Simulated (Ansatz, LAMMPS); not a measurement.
# Glassy B2O3 (130 atoms): where an added charge goes, part 2 of 4

Does an extra electron or hole in glassy B2O3 (130 atoms) stay spread out, or do the atoms trap it?

Ansatz 0.2.0; Kohn-Sham DFT, PBEsol, PAW (set soft_2), plane waves.

The cell: 52 B and 78 O. The quench rate of 20 K/ps is many orders above laboratory rates. The starting topology of bonds comes from the classical model. Only the Γ point is sampled, in a cell whose shortest periodic width is 11 Å.

So far. Step 2 (Single point at the start): The r.m.s. force at the start is 0.83 eV/Å. Step 3 (Relaxation): The relaxation converged after 19 steps, 15.0 eV below its start, with a largest force component of 0.049 eV/Å.

**4. Single point at the relaxed geometry**

One more single point at the end of the walk gives the fuller output and checks the residual forces.

Contents of input.yaml:

```yaml
crystal:
  lattice:
    - [11.43473, 0.0, 0.0]
    - [0.0, 11.43473, 0.0]
    - [0.0, 0.0, 11.43473]
  atoms:
    - { symbol: B, position: [0.51544, 0.68886, 0.98579] }
    - { symbol: B, position: [0.41034, 0.2517, 0.61301] }
    - { symbol: B, position: [0.28165, 0.53492, 0.53339] }
    - { symbol: B, position: [0.74954, 0.22301, 0.88427] }
    - { symbol: B, position: [0.14178, 0.21475, 0.2535] }
    - { symbol: B, position: [0.88537, 0.71704, 0.96878] }
    [... 118 atom lines left out ...]
    - { symbol: O, position: [0.09455, 0.30371, 0.63782] }
    - { symbol: O, position: [0.78522, 0.52795, 0.78917] }
    - { symbol: O, position: [0.95661, 0.93437, 0.16313] }
    - { symbol: O, position: [0.00797, 0.22077, 0.88115] }
    - { symbol: O, position: [0.17035, 0.00143, 0.6955] }
    - { symbol: O, position: [0.78433, 0.90002, 0.62485] }
kpoints:
  mp_grid: { grid: [1, 1, 1] }
hamiltonian:
  xc: pbesol
scf:
  occupations: { method: fixed }
output:
  forces: true
  stress: true
  populations: true
  dos:
    method: { smearing: { sigma: 0.15 } }
    de: 0.1
    projected: { site_lists: { B: [B], O: [O] } }
  eigenvalues: true
  write_density: true
  write_potential: true
  volumetric_format: npy
```

Run with:

```
> ansatz run input.yaml --threads 4 --pin off --max-ram 8192MiB --backend cpu --events-out ev --progress --plain --runs-dir out
```

Numbers of over 12 decimals in the logs are rounded to 6 here.

What it wrote:

```text
[...]
Crystal: 130 atoms, lattice volume = 1495.126 Å³
Basis set: ecut = 420 eV, 29279 PW (Γ), exchange–correlation on 160×160×160 points (8 copies of the dense FFT grid, shifted against one another)
Bands: 442, of which v1, the nominal top of the filled ones, is band 312 counted from 1 (311 counted from 0)
Symmetry: 1 space group operations
[...]
k-points: 1
[...]
SCF iter   1: F=—  HF=-51791.380381 eV  |F-HF|=—  |Δ(HF+E_count)|=         —  Δρ=1.22e-2  dr2=1.71e0  ethr=1.77e-3  ⟨swp⟩=5.0  Hψ=1536  notcnv=0  defer=126
[...]
SCF iter   9: F=-51790.932707 eV  HF=-51790.932707 eV  |F-HF|=5.55e-8  |Δ(HF+E_count)|=   3.94e-7  Δρ=1.33e-6  dr2=3.16e-8  ethr=1.60e-11  ⟨swp⟩=22.0  Hψ=4232  notcnv=0
SCF 1 converged in 9 iterations: F = -51790.932707 eV  dr2 = 3.16e-8
[...]
SCF converged after 9 iterations
Free energy (F): -51790.932707 eV
[...]
Internal energy: -51790.932707 eV  (E = F + TS)
E sigma→0 (E₀):  -51790.932707 eV
Fermi energy:    0.900381 eV
[...]
--- Forces (eV/Å), atoms counted from 1 ---
  atom   1  B     -0.00368378    -0.00057320     0.00839316
  atom   2  B     -0.01259353    -0.04445525     0.02955622
  atom   3  B     -0.01641343    -0.00753137    -0.01465100
  atom   4  B     -0.00624593    -0.00710101    -0.00326014
  atom   5  B      0.01601872    -0.00334677    -0.01203192
  atom   6  B      0.03914155     0.02915429     0.00861999
  atom   7  B     -0.00383393    -0.01162840    -0.00438624
  atom   8  B      0.01208242     0.00139955     0.01121816
  atom   9  B     -0.00238713    -0.00857259     0.00727964
  atom  10  B     -0.02823323     0.01091195     0.00885178
  atom  11  B      0.00039130    -0.00096488    -0.01771564
  atom  12  B     -0.00193540    -0.00240914     0.00057608
  atom  13  B     -0.00756426    -0.00045643    -0.01028365
  atom  14  B     -0.00269882    -0.00190443     0.00394359
[...]
atom 129  O     -0.03155866    -0.02098962    -0.01373924
  atom 130  O     -0.01623474    -0.00352065    -0.00130915
  max |Σ_I F_I| component: 2.17e-5 eV/Å
--- Stress (GPa, compression-positive) ---
       -0.126039       0.640737      -0.267280
        0.640739      -4.804344      -0.840729
       -0.267296      -0.840739      -2.187693
  P = ⅓ Tr σ = -2.3727 GPa (-23.727 kbar)
--- Band table (eV) ---
[...]
--- Löwdin populations: 130 sites ---
  site symbol       q [e]
     0      B      2.3648
     1      B      2.3357
     2      B      2.3287
[...]
129      O      6.3618
  spilling = 0.009412 (of n_electrons = 624.000000)
```

Elapsed: 9.9 s, on 4 threads of AMD EPYC 9R45, shared host; peak memory 2.1 GiB.

The run gave:

```
free energy                                      : -51790.9327 eV
free energy per atom                             : -398.3918 eV/atom
SCF cycles                                       : 9
pressure                                         : -2.373 GPa
r.m.s. force component                           : 0.0125 eV/Å
longest force                                    : 0.05736 eV/Å
Fermi energy                                     : 0.9004 eV
gap (highest filled to lowest empty level) : 5.56 eV
spilling of the projection                       : 0.009412
```

Löwdin charges by element (they lack the spilled electrons, 0.045 e an atom on average):

```tsv
element	coordination	atoms	mean charge (e)	spread	least	most
B	all	52	0.659	0.0132	0.629	0.686
O	all	78	-0.364	0.0124	-0.388	-0.333
```

Density of states as counts of states in windows of 1 eV (from the Fermi level), total and the larger projections:

```tsv
from (eV)	to (eV)	total	O p	B p
-14	-10	0.0	0.0	0.0
-10	-9	16.3	11.9	0.8
-9	-8	32.4	23.1	3.2
-8	-7	37.3	25.7	7.4
-7	-6	57.6	39.2	15.9
-6	-5	13.4	9.2	3.8
-5	-4	26.4	17.6	7.7
-4	-3	45.2	33.2	10.1
-3	-2	60.5	50.1	7.3
-2	-1	90.9	84.4	3.6
-1	0	85.2	82.1	1.2
0	1	2.8	2.7	0.0
1	5	0.0	0.0	0.0
```

With fixed occupations the program's Fermi level is the highest filled level; weight inside the gap is the broadening of levels at its edges.

Between -21 and -14 eV lie 156 more states.

The levels nearest the highest filled one (over half full), pooled over k-points and spins:

```tsv
level less the highest filled one (eV)	occupation
-0.191	2
-0.159	2
-0.122	2
-0.0961	2
-0.0679	2
0	2
5.56	0
5.63	0
5.78	0
5.93	0
6.01	0
6.02	0
```

Electrostatic potential energy in the ac plane at fractional y = 0.092, with atoms of B and O within 0.2 Å of it. With pseudopotentials it is smooth inside the atoms' cores, unlike the true potential.

Values in eV, 13 rows by 16 columns, each cell a mean:
```
-31  -6   6   8   7   2  -5   3   6   7   5   4   7   8   6  -5
-25  -5   6   8   8   6   6   7   8   8   8   8   7   8   6  -4
  5   6   8   8   8   8   8   8   8   8   8   8   3   6   7   7
  8   8   8   9   9   8   8   8   8   8   8   8   6   4   5   7
  8   9   9   8   8   8   8   8   8   8   8   7   4 -21 -21   7
  9   9   8   6   8   8   7   5   5   7   8   6   3 -13 -12   8
  8   7   3  -9   7   8   4 -22 -25   2   7   6   2   5   7   8
  7   0 -12   0   7   8   4 -15 -26   2   7   0 -23 -11   5   8
  8  -5 -10   3   7   8   8  -8 -38  -7   6   0 -24 -24  -1   8
  8   7   6   7   8   7   7   5 -11  -9   4   7   2 -30 -12   8
  7   7   7   6   7   6   6   6   0 -26 -22   6   7   6   7   8
 -3   6   8   8   7   3   1   7   7 -10 -27 -14   4   8   8   6
-38  -6   8   8   7  -7 -20   3   7   3 -25 -23   4   8   8  -6
```
Columns run along a (11.4 Å; values clipped at the 3rd and 97th percentile), rows up along c (11.4 Å). Atoms in or near the plane, at fractional coordinates: B at (0.02, 0.92), B at (0.50, 0.46), B at (0.68, 0.06), O at (0.87, 0.61), O at (0.62, 0.16), O at (0.02, 0.03), O at (0.52, 0.34), O at (0.85, 0.28).

Valence density in the ac plane at fractional y = 0.092, with atoms of B and O within 0.2 Å of it. It is the smooth field of the valence electrons, not physical close to the nuclei.

Ten steps, logarithmic in the rise over the least value, from '_' (0.0 e/Å³) to '@' (6.3 e/Å³), each cell a mean:
```
####++--..________..--==++========--::::::======--..______..--++
++++==--..__________..::::----======::....::::::::..______..::==
++++==--..______________....::::--::..______..........____..::==
++++==::..____________________......________..::------......::==
------..____________________________________..--++++==::......::
..............______________________________..--++++==::........
______..::::::..______________________________::----------::..__
______..::--::..________________________________..--++****++::..
________..::....________________________________::==##@@@@##==..
________....::....________..::::....__________..::==##@@@@##==..
________::--====--..____..::--==--::..______....::--++****++::..
______..--++##**==::____..--==++++--::..__..::----------::....__
____..::--++****==::____..::========--..__..--==++++--::..______
__..::--======--::..____..::==++**++==::....--++****==::..______
..::==****++==::..________::==**%%%%**--....::==++++++==::..____
..--++####**==::__________::==%%@@@@##==::....--==++****++--..__
..::==++++==::..__________..--**%%%%**==::....::==**%%@@%%++::..
__..::::::::......__________::--++++++==--::....--++%%@@%%**::..
______....::----::..__________..--==******==::..::--++****--..__
________..--====--::....______..::++##@@@@##==::....::::::..____
::::......::------::::::::::....::==##@@@@##==::..__________....
****==::......::..::--++++==--....::==**##**==--::..______..::==
@@@@##==..______..::++##%%##==::....::--========--..______..==##
@@@@##==..______..::==####**==--::::..::--++++++--..______..==##
```
Columns run along a (11.4 Å), rows up along c (11.4 Å). Atoms in or near the plane, at fractional coordinates: B at (0.02, 0.92), B at (0.50, 0.46), B at (0.68, 0.06), O at (0.87, 0.61), O at (0.62, 0.16), O at (0.02, 0.03), O at (0.52, 0.34), O at (0.85, 0.28).

Between filled and empty levels lie 5.56 eV (at Γ alone); a semilocal functional tends to put such gaps too low. In a disordered cell it changes from sample to sample, and tail or defect levels can set it. Mean Löwdin charges: B +0.66, O -0.36 e (they miss 0.94 % of the electrons, so they add up to more than the cell's charge). The largest share in the top eV of filled states is O p (97 % of the projected weight), and in the lowest eV of empty states B p (77 % of the projected weight).

**5. An extra electron, atoms held**

The electron count changes by one with the atoms held: a vertical process, on a uniform background, with spin and a narrow Fermi–Dirac smearing. Its energy against the neutral cell hangs on the program's zero of potential.

Contents of input.yaml:

```yaml
crystal:
  lattice:
    - [11.43473, 0.0, 0.0]
    - [0.0, 11.43473, 0.0]
    - [0.0, 0.0, 11.43473]
  atoms:
    [... the 130 atom lines of step 4 ...]
total_charge: -1
kpoints:
  mp_grid: { grid: [1, 1, 1] }
hamiltonian:
  xc: pbesol
scf:
  occupations: { method: fermi_dirac, width: 0.01 }
  lower_state_search: "off"
output:
  forces: true
  stress: true
  populations: true
  dos:
    method: { smearing: { sigma: 0.1 } }
    de: 0.1
    projected: { site_lists: { B: [B], O: [O] } }
  eigenvalues: true
  write_density: true
  write_potential: true
  volumetric_format: npy
magnetization:
  spin_polarized: true
  initial_magnetization: 1
```

What it wrote:

```text
[...]
Crystal: 130 atoms, lattice volume = 1495.126 Å³
Basis set: ecut = 420 eV, 29279 PW (Γ), exchange–correlation on 160×160×160 points (8 copies of the dense FFT grid, shifted against one another)
Bands: 443, of which v1, the nominal top of the filled ones, is band 313 counted from 1 (312 counted from 0)
Symmetry: 1 space group operations
[...]
k-points: 1
[...]
Starting moments: Σ|m| = 1 μB on 130 of 130 sites
[...]
SCF iter   1: F=—  HF=-51833.258661 eV  |F-HF|=—  |Δ(HF+E_count)|=         —  Δρ=5.53e-2 (↑5.44e-2 ↓5.53e-2)  dr2=1.56e2  dr2_m=3.13e-2  M=1.000 μB ∫|m|=1.011 μB  β_m=1.00  ethr=3.10e-3  ⟨swp⟩=6.0  Hψ=3676  notcnv=0  defer=90
[...]
spin=Collinear: Resta preconditioning applied to the charge; magnetization (m = ρ↑ − ρ↓) channel mixes plain (no charge-response kernel on spin).
SCF iter   2: F=—  HF=-51797.169978 eV  |F-HF|=—  |Δ(HF+E_count)|=         —  Δρ=2.88e-2 (↑2.87e-2 ↓2.88e-2)  dr2=4.31e1  dr2_m=1.30e-3  M=0.977 μB ∫|m|=1.069 μB  β_m=0.30  ethr=3.10e-3  ⟨swp⟩=3.0  Hψ=1613  notcnv=0  defer=239
[...]
SCF iter   8: F=—  HF=-51784.401619 eV  |F-HF|=—  |Δ(HF+E_count)|=   2.83e-2  Δρ=7.34e-4 (↑7.34e-4 ↓5.31e-4)  dr2=6.77e-2  dr2_m=4.96e-4  M=0.999 μB ∫|m|=1.142 μB  β_m=0.30  ethr=3.07e-5  ⟨swp⟩=4.0  Hψ=867  notcnv=0  defer=239
[...]
spin-set hold released at iteration 8 (site moments contracting): the magnetisation degrees of freedom join the quasi-Newton model from the next iteration; the mixer history was flushed
SCF iter   9: F=—  HF=-51784.402724 eV  |F-HF|=—  |Δ(HF+E_count)|=   1.10e-3  Δρ=7.88e-4 (↑7.88e-4 ↓3.81e-4)  dr2=2.09e-2  dr2_m=3.04e-3  M=0.991 μB ∫|m|=1.151 μB  β_m=0.27  ethr=1.08e-5  ⟨swp⟩=3.5  Hψ=872  notcnv=0  defer=239
SCF iter  10: F=—  HF=-51784.405656 eV  |F-HF|=—  |Δ(HF+E_count)|=   2.93e-3  Δρ=4.10e-4 (↑4.10e-4 ↓3.31e-4)  dr2=4.67e-3  dr2_m=9.00e-4  M=0.998 μB ∫|m|=1.157 μB  β_m=0.18  ethr=3.34e-6  ⟨swp⟩=3.0  Hψ=669  notcnv=0  defer=239
[...]
SCF iter  18: F=-51784.418718 eV  HF=-51784.418718 eV  |F-HF|=1.96e-8  |Δ(HF+E_count)|=   1.60e-7  Δρ=1.04e-6 (↑1.04e-6 ↓9.57e-7)  dr2=6.68e-8  dr2_m=1.31e-9  M=1.000 μB ∫|m|=1.190 μB  β_m=0.79  ethr=1.60e-11  ⟨swp⟩=23.0  Hψ=8391  notcnv=0
SCF iter  19: F=-51784.418718 eV  HF=-51784.418718 eV  |F-HF|=6.04e-10  |Δ(HF+E_count)|=   1.70e-8  Δρ=3.60e-7 (↑3.60e-7 ↓3.09e-7)  dr2=7.72e-9  dr2_m=1.58e-10  M=1.000 μB ∫|m|=1.190 μB  ethr=1.07e-11  ⟨swp⟩=6.0  Hψ=4455  notcnv=0
SCF 1 converged in 19 iterations: F = -51784.418718 eV  dr2 = 7.72e-9
[...]
SCF converged after 19 iterations
Magnetization: 0.9999 μB (313.0000 up, 312.0000 down)
Absolute magnetization: 1.1955 μB (∫|ρ↑−ρ↓|, with the PAW one-centre terms)
[...]
Per-site moments (μB) at R_I (Å): [(0.013883, 0.560450), (0.000991107, 0.565792), (0.000530863, 0.562471), (0.00369729, 0.564269), (0.000195738, 0.560763), [...]
Free energy (F): -51784.418718 eV
[...]
Internal energy: -51784.414716 eV  (E = F + TS)
E sigma→0 (E₀):  -51784.416717 eV
Entropy (-TS):   -0.004002 eV (-0.031 meV/atom)
Fermi energy:    6.581853 eV
[...]
Σ components = -51784.418718   (vs F -51784.418718, Δ=0.00e0)
--- Forces (eV/Å), atoms counted from 1 ---
  atom   1  B     -0.05992704     0.09239336     0.07976573
  atom   2  B      0.16879756    -0.13377612    -0.06756118
  atom   3  B      0.03229830     0.26241683    -0.04289419
  atom   4  B     -0.07174526    -0.12446665     0.16428497
[...]
atom 130  O      0.10126356     0.19908970     0.02783224
  max |Σ_I F_I| component: 6.42e-6 eV/Å
--- Stress (GPa, compression-positive) ---
       -0.159810       0.522063      -0.201069
        0.522063      -4.444451      -0.795945
       -0.201085      -0.795955      -2.208880
  P = ⅓ Tr σ = -2.2710 GPa (-22.710 kbar)
--- Band table (eV) ---
[...]
--- Löwdin populations: 130 sites ---
  site symbol       q [e]    m [muB]
     0      B      2.4034     0.0593
     1      B      2.3419     0.0033
     2      B      2.3337     0.0023
[...]
129      O      6.3654    -0.0014
  spilling = 0.009395 (of n_electrons = 625.000000)
```

Wall time 27 s (4 threads); peak memory 3.5 GiB.

An extra electron, atoms held: the energy stands 6.51 eV above that of the reference, with a moment of 1.00 μB.

The levels nearest the highest filled one (over half full), pooled over k-points and spins:

```tsv
level less the highest filled one (eV)	occupation
-5.62	1
-5.48	1
-5.48	1
0	0.95
0.0587	0.05
0.135	0
0.136	0
0.182	0
```

Spin density in the ac plane at fractional y = 0.092, with atoms of B and O within 0.2 Å of it.

Ten even steps from '0' (-0.52 × 1e-2 e/Å³) to '9' (1.54 × 1e-2 e/Å³), each cell a mean:
```
32222222234675322233332222222233
43433222235786322222222222222235
33433222234554322222222222222234
22222222223333222222222222222233
22222222222222222222222222222222
22222222222222222222222222222222
22222222222222222222222222222222
22222222222222222222222222222222
22222222222222222222222222222222
22222222222222222222222222223222
22222222222222222222222222222222
22222222222233433543222222222222
22222222222235865963222222222222
22233222222235763643222322332222
22222222222233431222233553443222
22222222222222210012334674332222
22222222222222222123444443111222
22222222222222234334433322112222
22222222222222234422222222222222
22222222222222233320012222222222
22222222222222222210134332222222
22222222222222222223336643222222
32222222222112222236855642222222
22222222222222222235763322222222
```
Columns run along a (11.4 Å), rows up along c (11.4 Å). Atoms in or near the plane, at fractional coordinates: B at (0.02, 0.92), B at (0.50, 0.46), B at (0.68, 0.06), O at (0.87, 0.61), O at (0.62, 0.16), O at (0.02, 0.03), O at (0.52, 0.34), O at (0.85, 0.28).

(Continued in part 3 of 4.)

[Logs are printed without paths, hosts, clocks, repeated set-up lines and the standing remarks that a program may print on its own settings, such as how far it seeks lower states.]

[Hosts, paths, dates, database ids (printed as entryN), source tags and the programs' standing remarks are cut or masked in the printed files.]
